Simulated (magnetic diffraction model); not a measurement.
# Solving a magnetic structure from powder neutron data: Dy₂Lu₅Mo

Space group Cmcm (no. 63), a = 3.6740 Å, b = 12.0510 Å, c = 19.1130 Å.

| site | atom | x | y | z |
| --- | --- | --- | --- | --- |
| 8f | Lu | 0 | 0.3612 | 0.9862 |
| 8f | Lu | 0 | 0.2417 | 0.3563 |
| 4c | Lu | 1/2 | 0.0623 | 1/4 |
| 8f | Dy | 0 | 0.0191 | 0.8930 |
| 4c | Mo | 1/2 | 0.3477 | 1/4 |

This is a made-up structure (elements placed in a structure type, unrelaxed), so the numbers test the method and describe no known phase.

Only Dy is taken to order (form factors of Dy3+); orders and moment sizes are assumed, and not adapted to the symmetry. Radiation: neutrons of λ = 2.36 Å (absorption by Dy left out), 8° to 55°; isotropic B of 0.41 Å² (Lu), 0.42 Å² (Dy) and 0.47 Å² (Mo). Simulated constant-wavelength pattern: nuclear and magnetic terms add, the magnetic one as |2.695 fm × Σ f S⊥ exp(2πi Q·r) exp(−B s²)|², summed over all Q at one angle with the factor 1/(sin²θ cos θ). For collinear order S is the moment m, which repeats by lattice and centring translations R with the sign exp(−2πi k·R). Free-ion form factors, Sears's scattering lengths of 1992, no absorption; a label names one of the reflections at its angle. The strongest nuclear line in the range is 100, and lines under 0.2 are left out.

Above the ordering temperature:

```tsv
2θ (°)	index	I
14.19	(0 0 2)	3.0
22.59	(0 2 0)	21.2
23.70	(0 2 1)	1.6
26.77	(0 2 2)	2.5
28.59	(0 0 4)	9.4
36.74	(0 2 4)	12.4
39.24	(1 1 0)	20.6
42.88	(0 2 5)	0.9
43.48	(0 0 6)	3.0
45.10	(1 1 3)	3.9
46.12	(0 4 0)	10.1
48.49	(0 4 2)	0.7
49.27	(1 1 4)	100.0
49.54	(0 2 6)	33.6
51.35	(0 4 3)	20.4
51.60	(1 3 0)	27.4
52.16	(1 3 1)	38.7
53.80	(1 3 2)	40.8
54.27	(1 1 5)	32.2
```

Below it (cell unchanged):

| 2θ (°) | I |
| --- | --- |
| 14.19 | 3.0 |
| 19.66 | 13.4 |
| 22.11 | 58.0 |
| 22.59 | 21.2 |
| 23.70 | 1.6 |
| 25.39 | 9.9 |
| 26.36 | 45.6 |
| 26.77 | 2.5 |
| 27.36 | 40.5 |
| 28.59 | 9.4 |
| 30.95 | 36.7 |
| 31.76 | 13.3 |
| 34.24 | 5.4 |
| 35.72 | 12.2 |
| 35.77 | 17.9 |
| 36.74 | 12.4 |
| 37.88 | 0.3 |
| 38.65 | 18.6 |
| 39.24 | 20.6 |
| 41.33 | 0.7 |
| 42.68 | 7.6 |
| 42.88 | 0.9 |
| 43.48 | 3.0 |
| 44.52 | 2.8 |
| 44.63 | 4.7 |
| 45.10 | 3.9 |
| 45.86 | 11.6 |
| 46.12 | 10.1 |
| 47.57 | 3.0 |
| 47.61 | 1.1 |
| 48.25 | 12.6 |
| 48.49 | 0.7 |
| 49.27 | 100.0 |
| 49.54 | 33.6 |
| 51.35 | 20.4 |
| 51.57 | 6.0 |
(The table stops after 36 lines; 7 more lie at higher angle.)

**Question.** Check that the new lines index with k = (1/2 1/2 1/2), then choose among these models:
A. collinear moments along [110], 7.9 μB on Dy; signs + at (0, 0.0191, 0.8930), + at (1/2, 0.4809, 0.3930), + at (1/2, 0.4809, 0.1070), + at (0, 0.0191, 0.6070)
B. collinear moments along [110], 7.9 μB on Dy; signs + at (0, 0.0191, 0.8930), + at (1/2, 0.4809, 0.3930), − at (1/2, 0.4809, 0.1070), + at (0, 0.0191, 0.6070)
C. collinear moments along [111], 7.9 μB on Dy; signs + at (0, 0.0191, 0.8930), + at (1/2, 0.4809, 0.3930), − at (1/2, 0.4809, 0.1070), + at (0, 0.0191, 0.6070)
D. collinear moments along [111], 7.9 μB on Dy; signs + at (0, 0.0191, 0.8930), + at (1/2, 0.4809, 0.3930), + at (1/2, 0.4809, 0.1070), + at (0, 0.0191, 0.6070)

The new lines index as (1/2 1/2 1/2) at 19.66°, (1/2 1/2 3/2) at 22.11°, (1/2 -3/2 1/2) at 25.39° and (1/2 1/2 5/2) at 26.36°, that is as H ± k with k = (1/2 1/2 1/2), one of 2 inequivalent arms of its star (k and −k counted as one), which a powder can't tell apart. Half indices mean that the moments reverse under translations with k·R a half-integer, and the magnetic cell has twice the primitive volume.

Magnetic intensity, observed (below minus above) and for each model:

| 2θ (°) | index | observed | A | B | C | D |
| --- | --- | --- | --- | --- | --- | --- |
| 19.66 | (1/2 1/2 1/2) | 13.4 | 76.7 | 10.6 | 13.4 | 96.0 |
| 22.11 | (1/2 1/2 3/2) | 58.0 | 4.0 | 57.7 | 58.0 | 4.1 |
| 25.39 | (1/2 -3/2 1/2) | 9.9 | 52.9 | 8.7 | 9.9 | 58.9 |
| 26.36 | (1/2 1/2 5/2) | 45.6 | 23.9 | 60.3 | 45.6 | 17.2 |
| 27.36 | (1/2 -3/2 3/2) | 40.5 | 2.8 | 40.3 | 40.5 | 3.0 |
| 30.95 | (1/2 -3/2 5/2) | 36.7 | 18.0 | 44.1 | 36.7 | 13.6 |
| 31.76 | (1/2 1/2 7/2) | 13.3 | 43.9 | 22.1 | 13.3 | 27.8 |
| 35.72 | (1/2 -3/2 7/2) | 12.2 | 35.1 | 17.7 | 12.2 | 26.9 |

Model C matches.

The structure used: k = (1/2 1/2 1/2), collinear moments along [111], 7.9 μB on Dy; signs + at (0, 0.0191, 0.8930), + at (1/2, 0.4809, 0.3930), − at (1/2, 0.4809, 0.1070), + at (0, 0.0191, 0.6070).

[Logs are printed without paths, hosts, clocks, repeated set-up lines and the standing remarks that a program may print on its own settings, such as how far it seeks lower states.]
